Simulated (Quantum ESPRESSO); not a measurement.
# Energy and gap at +3 % biaxial strain: tetragonal SnO, 1 layer

Method. Quantum ESPRESSO 7.5 driven by ASE, PBE, GBRV ultrasoft, ESM (bc1); atomic heights clamped; cell area 14.827 Å² at zero strain.

| strain (%) | energy (meV a cell) | gap on the mesh (eV) |
| --- | --- | --- |
| −3 | 95.78 | 3.118 |
| −1.5 | 23.93 | 3.082 |
| 0 | 0.00 | 3.008 |
| +1.5 | 18.62 | 2.856 |

To predict: What are energy and gap at +3 %, and how stiff is the sheet?

**Worked estimate.** About zero, E'' = (23.93 + 18.62 − 2 × 0.00)/1.5² = 18.91 meV per %² and E' = (18.62 − 23.93)/3 = −1.77 meV per %. With E = A K ε², where K = (C11 + C22)/2 + C12 (C11 + C12 for a hexagonal sheet), K = 18.91 × 10/(2 × 14.827) × 16.02 = 102 N/m. The parabola gives E(+3 %) = 0.00 + 3 × (−1.77) + 4.5 × 18.91 = 79.8 meV. Continuing the last slope, the gap is 2 × 2.856 − 3.008 = 2.704 eV.

**Check.** E = 75.0 meV and the gap 2.714 eV. The parabola misses by +4.7 meV, too high, since bonds soften under tension. The gap's line misses by −0.010 eV.

Caveats: Clamped heights stiffen sheets with several planes. Semilocal gap, no spin-orbit coupling.
